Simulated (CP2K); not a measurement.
Consider nitrogen trifluoride at its PBE geometry (Å).

```xyz
4

F     1.2362   -0.2667   -0.2149
N     0.0215   -0.0062    0.4692
F    -0.3988    1.2006   -0.1257
F    -0.8589   -0.9277   -0.1286
```

Method: CP2K XAS_TDP, all-electron GAPW, PBEh(45%), aug-cc-pVTZ, TDA, GW2X-corrected core level, no relativity.

Question: Where do the F K-edge lines lie, and how strong are they?

Leading lines: F1 683.76 eV. The leading line of an atom is its first one with 35 % of the strongest within 2.5 eV of its lowest line over the strength cut. Core ionisation energies at this level: F1 691.65 eV.

The first six lines of each atom with a strength over 0.0015:

```
                     atom  energy (eV)  states  strength, one atom  above the computed threshold
F1 (bonded to N), 3 alike       683.76       1              0.0563                              
                                688.18       1              0.0068                              
                                688.55       1              0.0048                              
                                690.29       1              0.0021                              
                                691.67       1              0.0017                           yes
                                691.73       1              0.0017                           yes
```

Lines are vertical, at one geometry, with no vibrational structure. GW2X ionisation energies and lines can be off by 1 to 2 eV either way, and a good line position may hide errors that cancel. These values hold no scalar relativity, about 0.7 eV for F 1s. Rydberg lines, and the discretised continuum above threshold, depend on the basis and the box.

[Banner, clock and machine lines of the logs are left out without a mark of their own.]

[Logs are printed without paths, hosts, clocks, repeated set-up lines and the standing remarks that a program may print on its own settings, such as how far it seeks lower states.]

[Hosts, paths, dates, database ids (printed as entryN), source tags and the programs' standing remarks are cut or masked in the printed files.]
